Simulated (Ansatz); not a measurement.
# Phonons of SiMoPt in the AlB2 type

The plan: relax SiMoPt in the AlB2 type, check its phonons, and, if the lattice is stable, compute its Eliashberg function and ρ(T).

Calculated with Ansatz 0.2.0; DFT PBEsol, scalar-relativistic, plane waves, PAW.

The structure was built from a prototype and need not be the compound's stable phase.

## (1) Starting point

The structure is hexagonal, space group P-6m2 (No. 187). The conventional cell has a = 3.820 Å, b = 3.820 Å, c = 4.011 Å, α = 90.00°, β = 90.00°, γ = 120.00°. Nearest to Mo lie 6 Si at 2.98 Å and 6 Pt at 2.98 Å. Si has 3 Pt at 2.21 Å and 6 Mo at 2.98 Å nearest. Nearest to Pt lie 3 Si at 2.21 Å and 6 Mo at 2.98 Å. Farther neighbours are not listed.

As a file:

```cif
data_structure
_symmetry_space_group_name_H-M 'P-6m2'
_symmetry_Int_Tables_number 187
_cell_length_a 3.8200
_cell_length_b 3.8200
_cell_length_c 4.0110
_cell_angle_alpha 90.000
_cell_angle_beta 90.000
_cell_angle_gamma 120.000
_cell_volume 50.69
loop_
_atom_site_label
_atom_site_type_symbol
_atom_site_symmetry_multiplicity
_atom_site_Wyckoff_symbol
_atom_site_fract_x
_atom_site_fract_y
_atom_site_fract_z
_atom_site_occupancy
Mo1 Mo 1 a 0.00000 0.00000 0.00000 1
Si1 Si 1 d 0.33333 0.66667 0.50000 1
Pt1 Pt 1 f 0.66667 0.33333 0.50000 1
```

## (2) Relaxing cell and atoms

The structure is brought to rest under this functional.

Contents of input.yaml:

```yaml
crystal:
  lattice:
    - [3.81996, 0.0, 0.0]
    - [-1.90998, 3.30818, 0.0]
    - [0.0, 0.0, 4.01096]
  atoms:
    - { symbol: Mo, position: [0.0, 0.0, 0.0] }
    - { symbol: Si, position: [0.33333333, 0.66666667, 0.5] }
    - { symbol: Pt, position: [0.66666667, 0.33333333, 0.5] }
kpoints:
  mp_grid: { grid: [9, 9, 8] }
hamiltonian:
  xc: pbesol
scf:
  occupations: { method: gaussian, width: 0.1 }
output:
  forces: true
  stress: true
  eigenvalues: true
relax:
  adjacent_minimum: "off"
  f_tol: 0.005
  max_steps: 80
  cell: { stress_tol: 0.05 }
```

Launch:

```bash
ansatz run input.yaml --threads 4 --pin off --max-ram 10240MiB --backend cpu --events-out ev --progress --plain --runs-dir out
```

Numbers of over 12 decimals in the logs are rounded to 6 here.

The log of the run:

```text
Engine: ansatz 0.2.0, aarch64-unknown-linux-gnu
Pseudopotentials: kind: paw
Pseudopotential: Mo, paw, valence charge 14, recommended cutoff 420 eV (normal), Mo.paw.azcp
Pseudopotential: Si, paw, valence charge 4, recommended cutoff 420 eV (normal), Si.paw.azcp
Pseudopotential: Pt, paw, valence charge 18, recommended cutoff 420 eV (normal), Pt.paw.azcp
Functional definition: PBEsol
  exchange = pbesol_x
  correlation = pbesol_c
Crystal: 3 atoms, lattice volume = 50.687 Å³
Basis set: ecut = 420 eV, 985 PW (Γ), exchange–correlation on 54×54×54 points (8 copies of the dense FFT grid, shifted against one another)
Bands: 22, of which v1, the nominal top of the filled ones, is band 18 counted from 1 (17 counted from 0)
Symmetry: 12 space group operations
Space group: P-6m2 (ITA 187), of the structure as read, at distance tolerance 3.7e-5 Å
k-points: 60 of 648 (time reversal used)
Non-local potential: Mo, projectors of the file, l = 0: 3, l = 1: 2, l = 2: 2, l = 3: 1
Non-local potential: Si, projectors of the file, l = 0: 2, l = 1: 2, l = 2: 2
Non-local potential: Pt, projectors of the file, l = 0: 3, l = 1: 2, l = 2: 2, l = 3: 1
PAW form: soft (Blöchl's): semilocal exchange-correlation on the pseudo side does not see the compensation charge
PAW frozen core: Mo, regenerated for the run's functional, and the local potential with it (the file was generated under x = pbe(κ = 0.804, μ = 0.219515), c = pbe(β = 0.066725))
PAW frozen core: Si, regenerated for the run's functional, and the local potential with it (the file was generated under x = pbe(κ = 0.804, μ = 0.219515), c = pbe(β = 0.066725))
PAW frozen core: Pt, regenerated for the run's functional, and the local potential with it (the file was generated under x = pbe(κ = 0.804, μ = 0.219515), c = pbe(β = 0.066725))
PAW one-centre angular grid: Mo, 590 points (default); XC on 64 Gauss nodes
PAW one-centre angular grid: Si, 110 points (default); XC on 64 Gauss nodes
PAW one-centre angular grid: Pt, 590 points (default); XC on 64 Gauss nodes
Initial density: superposition of atomic densities (neutral atoms: chi_scale 0, normalization atom), corrected by the library's trained network
Initial wavefunctions: pseudopotential atomic-orbital guess
Functional: x = pbesol(κ = 0.804, μ = 0.123457), c = pbesol(β = 0.046)
SCF iter   1: F=—  HF=-17902.559610 eV  |F-HF|=—  |Δ(HF+E_count)|=         —  Δρ=1.12e-2  dr2=4.71e-2  ethr=1.77e-3  ⟨swp⟩=5.1  Hψ=5781  notcnv=0
preconditioner: auto → Kerker (q_TF=auto, 2.577 Å⁻¹)  [metal: Δε(μ)=0.100 eV  Ē_g=6.043 eV  σ=0.100 eV  W_gap=0.44  n_scr=20 (ndim 8)  ℏωp=23.3 eV  f_vac=0.000  D(μ)=0.30/eV (n_scr^D=0)]
SCF iter   2: F=—  HF=-17902.550506 eV  |F-HF|=—  |Δ(HF+E_count)|=   9.10e-3  Δρ=5.52e-3  dr2=1.17e-2  ethr=1.31e-4  ⟨swp⟩=1.0  Hψ=1800  notcnv=0
SCF iter   3: F=—  HF=-17902.547672 eV  |F-HF|=—  |Δ(HF+E_count)|=   2.83e-3  Δρ=1.05e-3  dr2=5.80e-4  ethr=3.26e-5  ⟨swp⟩=2.0  Hψ=1846  notcnv=0
SCF iter   4: F=—  HF=-17902.547544 eV  |F-HF|=—  |Δ(HF+E_count)|=   1.28e-4  Δρ=2.15e-4  dr2=3.58e-5  ethr=1.61e-6  ⟨swp⟩=2.1  Hψ=1826  notcnv=0
SCF iter   5: F=—  HF=-17902.547559 eV  |F-HF|=—  |Δ(HF+E_count)|=   1.45e-5  Δρ=6.17e-5  dr2=2.02e-6  ethr=9.93e-8  ⟨swp⟩=2.0  Hψ=1881  notcnv=0
SCF iter   6: F=-17902.547558 eV  HF=-17902.547558 eV  |F-HF|=2.34e-8  |Δ(HF+E_count)|=   2.59e-7  Δρ=1.21e-5  dr2=7.35e-8  ethr=2.78e-10  ⟨swp⟩=3.0  Hψ=5547  notcnv=0
SCF 1 converged in 6 iterations: F = -17902.547558 eV  dr2 = 7.35e-8
  greatest PAW one-centre occupation: 1.000 electrons in one spin orbital (limit 2), on the Pt atom at site 2 (counted from 0), in its partial waves of l = 0
relax step   1: F+E_penalty+E_count = -17902.54755834 eV  Δ(F+E_penalty+E_count) = +0.000e0 eV  max|allowed force component| = 1.234e-16 eV/Å  Δτ_max = 0.0000 Å  P = -7.641 GPa  Ω = 50.687 Å³  (6 SCF iters, dr2 threshold 1.00e-7 eV, accepted)
Crystal: 3 atoms, lattice volume = 48.468 Å³
Basis set: ecut = 420 eV, 913 PW (Γ), exchange–correlation on 54×54×54 points (8 copies of the dense FFT grid, shifted against one another)
Initial density: handed on by an earlier stage of this run
Initial wavefunctions: those handed on with the density
iter 1 solved again at ethr=3.99e-5 eV; its pass at ethr=3.10e-3 eV (dr2=1.44e-2 eV) is discarded
SCF iter   1: F=—  HF=-17902.892763 eV  |F-HF|=—  |Δ(HF+E_count)|=         —  Δρ=5.42e-3  dr2=1.35e-2  ethr=3.99e-5  ⟨swp⟩=1.8  Hψ=7554  notcnv=0
preconditioner: auto → Kerker (q_TF=auto, 2.596 Å⁻¹)  [metal: Δε(μ)=0.073 eV  Ē_g=6.243 eV  σ=0.100 eV  W_gap=0.38  n_scr=20 (ndim 8)  ℏωp=23.9 eV  f_vac=0.000  D(μ)=0.25/eV (n_scr^D=0)]
SCF iter   2: F=—  HF=-17902.890644 eV  |F-HF|=—  |Δ(HF+E_count)|=   2.12e-3  Δρ=3.08e-3  dr2=4.22e-3  ethr=3.75e-5  ⟨swp⟩=1.0  Hψ=1320  notcnv=0
SCF iter   3: F=—  HF=-17902.889807 eV  |F-HF|=—  |Δ(HF+E_count)|=   8.37e-4  Δρ=4.30e-4  dr2=9.31e-5  ethr=1.17e-5  ⟨swp⟩=2.0  Hψ=1851  notcnv=0
SCF iter   4: F=—  HF=-17902.889804 eV  |F-HF|=—  |Δ(HF+E_count)|=   2.72e-6  Δρ=9.03e-5  dr2=5.60e-6  ethr=2.58e-7  ⟨swp⟩=2.4  Hψ=2071  notcnv=0
SCF iter   5: F=—  HF=-17902.889803 eV  |F-HF|=—  |Δ(HF+E_count)|=   1.33e-6  Δρ=3.55e-5  dr2=9.34e-7  ethr=1.56e-8  ⟨swp⟩=2.0  Hψ=1937  notcnv=0
SCF iter   6: F=-17902.889803 eV  HF=-17902.889803 eV  |F-HF|=1.35e-8  |Δ(HF+E_count)|=   1.96e-7  Δρ=7.29e-6  dr2=2.99e-8  ethr=8.33e-10  ⟨swp⟩=5.1  Hψ=5005  notcnv=0
SCF 2 converged in 6 iterations: F = -17902.889803 eV  dr2 = 2.99e-8
relax step   2: F+E_penalty+E_count = -17902.88980259 eV  Δ(F+E_penalty+E_count) = -3.422e-1 eV  max|allowed force component| = 1.357e-16 eV/Å  Δτ_max = 0.0000 Å  P = -3.042 GPa  Ω = 48.468 Å³  energy of the carried Pulay correction = +5.259e-4 eV  (6 SCF iters, dr2 threshold 3.00e-7 eV, accepted)
Crystal: 3 atoms, lattice volume = 47.172 Å³
Basis set: ecut = 420 eV, 925 PW (Γ), exchange–correlation on 54×54×54 points (8 copies of the dense FFT grid, shifted against one another)
iter 1 solved again at ethr=1.79e-5 eV; its pass at ethr=3.10e-3 eV (dr2=6.43e-3 eV) is discarded
SCF iter   1: F=—  HF=-17903.152710 eV  |F-HF|=—  |Δ(HF+E_count)|=         —  Δρ=4.95e-3  dr2=6.30e-3  ethr=1.79e-5  ⟨swp⟩=1.4  Hψ=7884  notcnv=0
preconditioner: auto → Kerker (q_TF=auto, 2.608 Å⁻¹)  [metal: Δε(μ)=0.022 eV  Ē_g=6.307 eV  σ=0.100 eV  W_gap=0.12  n_scr=20 (ndim 8)  ℏωp=24.2 eV  f_vac=0.000  D(μ)=1.06/eV (n_scr^D=8)]
SCF iter   2: F=—  HF=-17903.152129 eV  |F-HF|=—  |Δ(HF+E_count)|=   5.81e-4  Δρ=2.86e-3  dr2=2.27e-3  ethr=1.75e-5  ⟨swp⟩=1.0  Hψ=1320  notcnv=0
[...]
relax step   5: F+E_penalty+E_count = -17903.50211825 eV  Δ(F+E_penalty+E_count) = -1.617e-1 eV  max|allowed force component| = 1.727e-16 eV/Å  Δτ_max = 0.0000 Å  P = -0.974 GPa  Ω = 45.014 Å³  energy of the carried Pulay correction = +1.267e-3 eV  (6 SCF iters, dr2 threshold 3.00e-7 eV, accepted)
relax step   6: F+E_penalty+E_count = -17903.63378692 eV  Δ(F+E_penalty+E_count) = -1.317e-1 eV  max|allowed force component| = 8.288e-17 eV/Å  Δτ_max = 0.0000 Å  P = +3.215 GPa  Ω = 43.407 Å³  energy of the carried Pulay correction = +1.676e-3 eV  (6 SCF iters, dr2 threshold 3.00e-7 eV, accepted)
relax step   7: F+E_penalty+E_count = -17903.78066193 eV  Δ(F+E_penalty+E_count) = -1.469e-1 eV  max|allowed force component| = 1.789e-16 eV/Å  Δτ_max = 0.0000 Å  P = -0.234 GPa  Ω = 43.159 Å³  energy of the carried Pulay correction = +1.654e-3 eV  (6 SCF iters, dr2 threshold 3.00e-7 eV, accepted)
relax step   8: F+E_penalty+E_count = -17903.78210660 eV  Δ(F+E_penalty+E_count) = -1.445e-3 eV  max|allowed force component| = 2.251e-16 eV/Å  Δτ_max = 0.0000 Å  P = -0.053 GPa  Ω = 43.062 Å³  energy of the carried Pulay correction = +1.675e-3 eV  (6 SCF iters, dr2 threshold 3.00e-7 eV, accepted)
relax step   9: F+E_penalty+E_count = -17903.78211223 eV  Δ(F+E_penalty+E_count) = -5.628e-6 eV  max|allowed force component| = 3.547e-17 eV/Å  Δτ_max = 0.0000 Å  P = +0.001 GPa  Ω = 43.051 Å³  energy of the carried Pulay correction = +1.679e-3 eV  (6 SCF iters, dr2 threshold 1.32e-8 eV, accepted)
relax step  10: F+E_penalty+E_count = -17903.78573022 eV  Δ(F+E_penalty+E_count) = -3.618e-3 eV  max|allowed force component| = 4.780e-17 eV/Å  Δτ_max = 0.0000 Å  P = +0.164 GPa  Ω = 43.051 Å³  stress off target by 2.59e-1 GPa  SCF on the basis re-selected at this cell (its energy is not comparable with the rows above)  (6 SCF iters)
relax step  11: F+E_penalty+E_count = -17903.78577273 eV  Δ(F+E_penalty+E_count) = -4.251e-5 eV  max|allowed force component| = 1.727e-16 eV/Å  Δτ_max = 0.0000 Å  P = +0.013 GPa  Ω = 43.067 Å³  energy of the carried Pulay correction = -6.011e-6 eV  (6 SCF iters, dr2 threshold 1.68e-7 eV, accepted)
iter 1 solved again at ethr=5.61e-8 eV; its pass at ethr=3.10e-3 eV (dr2=2.02e-5 eV) is discarded
SCF iter   1: F=—  HF=-17903.785783 eV  |F-HF|=—  |Δ(HF+E_count)|=         —  Δρ=2.95e-6  dr2=8.65e-10  ethr=5.61e-8  ⟨swp⟩=3.0  Hψ=8935  notcnv=0
eigensolver tolerance schedule: the retry pair's looser diagonalisation over-reported the residual by 23368.03 of it (diagonalisation noise at 0.73 of the residual, at the tolerance the schedule requests for it); recorded, not acted on — ethr = c·dr2/N_el stays at c = 1.0e-1
preconditioner: auto → none  [metal: Δε(μ)=0.011 eV  Ē_g=6.608 eV  σ=0.100 eV  W_gap=0.06  n_scr=8 (ndim 8)  ℏωp=25.3 eV  f_vac=0.000  D(μ)=4.30/eV (n_scr^D=56)]
SCF iter   2: F=—  HF=-17903.785783 eV  |F-HF|=—  |Δ(HF+E_count)|=   4.96e-7  Δρ=1.28e-6  dr2=2.93e-10  ethr=2.40e-12  ⟨swp⟩=3.1  Hψ=3086  notcnv=0
SCF iter   3: F=—  HF=-17903.785783 eV  |F-HF|=—  |Δ(HF+E_count)|=  1.46e-11  Δρ=6.98e-7  dr2=5.09e-11  ethr=1.00e-12  ⟨swp⟩=1.0  Hψ=1320  notcnv=0
iter 4 did not close the SCF: its close was put off for the readings that it lacked (scf_convergence_deferred on its scf_iter line)
SCF iter   4: F=-17903.785783 eV  HF=-17903.785783 eV  |F-HF|=0.00e0  |Δ(HF+E_count)|=  1.46e-11  Δρ=1.00e-7  dr2=3.72e-12  ethr=1.00e-12  ⟨swp⟩=1.0  Hψ=1320  notcnv=0
iter 5 did not close the SCF: its close was put off for the readings that it lacked (scf_convergence_deferred on its scf_iter line)
SCF iter   5: F=-17903.785783 eV  HF=-17903.785783 eV  |F-HF|=7.28e-12  |Δ(HF+E_count)|=  7.28e-12  Δρ=2.40e-8  dr2=8.38e-14  ethr=1.00e-12  ⟨swp⟩=1.0  Hψ=1320  notcnv=0
iter 6 did not close the SCF: its close was put off for the readings that it lacked (scf_convergence_deferred on its scf_iter line)
SCF iter   6: F=-17903.785783 eV  HF=-17903.785783 eV  |F-HF|=3.64e-12  |Δ(HF+E_count)|=  3.64e-12  Δρ=7.56e-9  dr2=1.28e-14  ethr=1.00e-12  ⟨swp⟩=1.0  Hψ=1320  notcnv=0
iter 7 did not close the SCF: its close was put off for the readings that it lacked (scf_convergence_deferred on its scf_iter line)
SCF iter   7: F=-17903.785783 eV  HF=-17903.785783 eV  |F-HF|=3.64e-12  |Δ(HF+E_count)|=  3.64e-12  Δρ=1.62e-9  dr2=9.63e-16  ethr=1.00e-12  ⟨swp⟩=1.0  Hψ=1320  notcnv=0
SCF iter   8: F=-17903.785783 eV  HF=-17903.785783 eV  |F-HF|=0.00e0  |Δ(HF+E_count)|=  7.28e-12  Δρ=2.64e-10  dr2=2.18e-17  ethr=1.00e-12  ⟨swp⟩=1.8  Hψ=3066  notcnv=0
SCF 12 converged in 8 iterations: F = -17903.785783 eV  dr2 = 2.18e-17
relax step  12: F+E_penalty+E_count = -17903.78578317 eV  Δ(F+E_penalty+E_count) = -1.044e-5 eV  max|allowed force component| = 1.758e-16 eV/Å  Δτ_max = 0.0000 Å  P = +0.013 GPa  Ω = 43.067 Å³  stress off target by 2.08e-2 GPa  SCF on the basis re-selected at this cell (its energy is not comparable with the rows above)  (8 SCF iters)
basis re-selected at this cell: Δ(F+E_penalty+E_count) = -1.044e-5 eV, ΔP = -0.000 GPa vs the last step (what re-selecting the basis moved, of the pressure what is left beyond the Pulay correction that the steps carried, after the strain that the cell walked since its last selection, with what the two solves' SCF thresholds leave and, on support functions, any second-order correction that the steps lacked; it is no m [...]
SCF converged after 8 iterations
Free energy (F): -17903.785783 eV
Harris-Foulkes:  -17903.785783 eV  (|F-HF|=0.00e0)
Internal energy: -17903.764293 eV  (E = F + TS)
E sigma→0 (E₀):  -17903.775038 eV
Entropy (-TS):   -0.021490 eV (-7.163 meV/atom)
Fermi energy:    19.838516 eV
--- Per-component energies (eV) ---
  E_band       = -232.445421
  E_kinetic    = 1125.688639
  E_local      = -2896.447175  (includes V_loc(G=0)·N_el)
  E_nonlocal   = 371.206197
  E_hartree    = 1093.977984
  E_xc         = -500.612369
  E_vxc        = -581.957541  (∫ρ·V_xc dr)
  E_paw        = -12959.071939  (= ΣΔE_a)
  E_vpaw       = -438.891737  (= ΣTr[D̂ρ^β])
  E_aug_tail   = 0.000226  (compensation charges beyond the density's cutoff)
  E_ewald      = -4139.033698
  E_core_change = 0.527841  (= ΣΔE_core)
  E_smearing   = -0.021490  (= −TS)
  E_closure    = 0.000000  (closes the sum)
  Σ components = -17903.785783   (vs F -17903.785783, Δ=0.00e0)
--- Forces (eV/Å), atoms counted from 1 ---
  atom   1  Mo     0.00000000    -0.00000000     0.00000000
  atom   2  Si     0.00000000    -0.00000000     0.00000000
  atom   3  Pt     0.00000000    -0.00000000     0.00000000
  max |Σ_I F_I| component: 3.61e-16 eV/Å
--- Stress (GPa, compression-positive) ---
        0.020805       0.000000       0.000000
        0.000000       0.020805       0.000000
        0.000000       0.000000      -0.003241
  P = ⅓ Tr σ = 0.0128 GPa (0.128 kbar)
--- Band table (eV; the first three rows and the last of 60) ---
  k-point 0: bands = [... 14 lower, 16.7108, 17.0198, 17.0198, 20.9852, 20.9852, 21.0050, 23.9311, 23.9311]
  k-point 1: bands = [... 14 lower, 17.1993, 17.6393, 17.6393, 20.6067, 20.6067, 21.1086, 23.2217, 24.7006]
  k-point 2: bands = [... 14 lower, 18.2478, 18.2478, 18.3812, 20.2424, 20.2424, 21.1052, 21.8620, 24.6715]
  k-point 59: bands = [... 14 lower, 16.5760, 17.8774, 18.1191, 19.1841, 21.0850, 21.6718, 22.2124, 22.3546]
--- Relaxed structure (10 steps of the walk, 10 accepted, 2 SCFs on fresh bases) ---
  F+E_penalty+E_count = -17903.78578317 eV   max|allowed force component| = 1.758e-16 eV/Å   (the final SCF, on the basis selected at the relaxed cell)
  cell:  # Å, volume = 43.0674 Å³
    - [4.200669, 0, 0.0]
    - [-2.100335, 3.637886, 0.0]
    - [0.0, 0.0, 2.818257]
  atoms:
    - { symbol: Mo, position: [0, 0, 0.0] }
    - { symbol: Si, position: [0.333333, 0.666667, 0.500000] }
    - { symbol: Pt, position: [0.666667, 0.333333, 0.500000] }
```

The job ended after 18 s (4 threads of Arm Neoverse V2, shared host; peak memory 0.45 GiB).

The steps of the relaxation:

| step | energy less that of the first step (eV) | largest force component (eV/Å) | pressure (GPa) | volume (Å³) |
| --- | --- | --- | --- | --- |
| 1 | 0.0000 | 0.0000 | -7.64 | 50.69 |
| 2 | -0.3422 | 0.0000 | -3.04 | 48.47 |
| 3 | -0.6042 | 0.0000 | -1.76 | 47.17 |
| 4 | -0.7928 | 0.0000 | 0.23 | 45.82 |
| 5 | -0.9546 | 0.0000 | -0.97 | 45.01 |
| 6 | -1.0862 | 0.0000 | 3.22 | 43.41 |
| 7 | -1.2331 | 0.0000 | -0.23 | 43.16 |
| 8 | -1.2345 | 0.0000 | -0.05 | 43.06 |
| 9 | -1.2346 | 0.0000 | 0.00 | 43.05 |
| 10* | -1.2382 | 0.0000 | 0.16 | 43.05 |
| 11 | -1.2382 | 0.0000 | 0.01 | 43.07 |
| 12* | -1.2382 | 0.0000 | 0.01 | 43.07 |

Relaxation steps marked * repeat the geometry before them on a plane-wave basis chosen anew for their cell, so energy and pressure can jump there.

Forces are held to the 12 operations that the run works with; a distortion that breaks them can't arise in this run.

| cell as run | before | after | change |
| --- | --- | --- | --- |
| a (Å) | 3.820 | 4.201 | +10.0 % |
| b (Å) | 3.820 | 4.201 | +10.0 % |
| c (Å) | 4.011 | 2.818 | -29.7 % |
| volume (Å³/atom) | 16.90 | 14.36 | -15.0 % |

The relaxed structure:

```xyz
3
Lattice="4.2007 0.0000 0.0000 -2.1003 3.6379 0.0000 0.0000 0.0000 2.8183" Properties=species:S:1:pos:R:3 pbc="T T T"
Mo    0.0000    0.0000    0.0000
Si    0.0000    2.4253    1.4091
Pt    2.1003    1.2126    1.4091
```

Numbers from this step:

```
pressure          : 0.01279 GPa
volume per atom   : 14.36 Å³
metallic on mesh  : yes
gap on the k-mesh : 0 eV
```

The largest force is now zero by symmetry and the largest stress component 0.021 GPa.

## (3) Relaxing cell and atoms

The cell moved far, so the relaxation is started again from the new cell to confirm it.

input.yaml, the sections that differ from step 2:

```yaml
crystal:
  lattice:
    - [4.2006694717, 0.0, 0.0]
    - [-2.1003347359, 3.6378864754, 0.0]
    - [0.0, 0.0, 2.8182566417]
  atoms:
    - { symbol: Mo, position: [0.0, 0.0, 0.0] }
    - { symbol: Si, position: [0.3333333333, 0.6666666667, 0.5] }
    - { symbol: Pt, position: [0.6666666667, 0.3333333333, 0.5] }
kpoints:
  mp_grid: { grid: [9, 9, 10] }
# hamiltonian, scf, output, relax: as in step 2
```

The log of the run:

```text
[the first part of the log is left out]
  E_paw        = -12959.068069  (= ΣΔE_a)
  E_vpaw       = -438.886733  (= ΣTr[D̂ρ^β])
  E_aug_tail   = 0.000226  (compensation charges beyond the density's cutoff)
  E_ewald      = -4139.111233
  E_core_change = 0.527841  (= ΣΔE_core)
  E_smearing   = -0.019240  (= −TS)
  E_closure    = -0.000000  (closes the sum)
  Σ components = -17903.787655   (vs F -17903.787655, Δ=0.00e0)
[...]
--- Stress (GPa, compression-positive) ---
       -0.000211       0.000000       0.000000
       -0.000000      -0.000211       0.000000
        0.000000       0.000000       0.000009
  P = ⅓ Tr σ = -0.0001 GPa (-0.001 kbar)
--- Band table (eV; the first three rows and the last of 72) ---
[...]
--- Relaxed structure (4 steps of the walk, 3 accepted, 1 SCFs on fresh bases) ---
[...]
cell:  # Å, volume = 43.0586 Å³
    - [4.202062, 2.8876999638850506e-11, 0.0]
    - [-2.101031, 3.639092, 0.0]
    - [0.0, 0.0, 2.815816]
  atoms:
    - { symbol: Mo, position: [0, 0, 0.0] }
    - { symbol: Si, position: [0.333333, 0.666667, 0.500000] }
    - { symbol: Pt, position: [0.666667, 0.333333, 0.500000] }
```

Wall time 8.4 s (4 threads); peak memory 0.43 GiB.

Little changed from the start: no atom moved by 0.005 Å and no cell edge by 0.1 %.

Numbers from this step:

* pressure: -1.37e-4 GPa
* volume per atom: 14.35 Å³

The largest force is now zero by symmetry and the largest stress component 2.1e-4 GPa.

[end of part 1 of 3]

[Logs are printed without paths, hosts, clocks, repeated set-up lines and the standing remarks that a program may print on its own settings, such as how far it seeks lower states.]

[Hosts, paths, dates, database ids (printed as entryN), source tags and the programs' standing remarks are cut or masked in the printed files.]
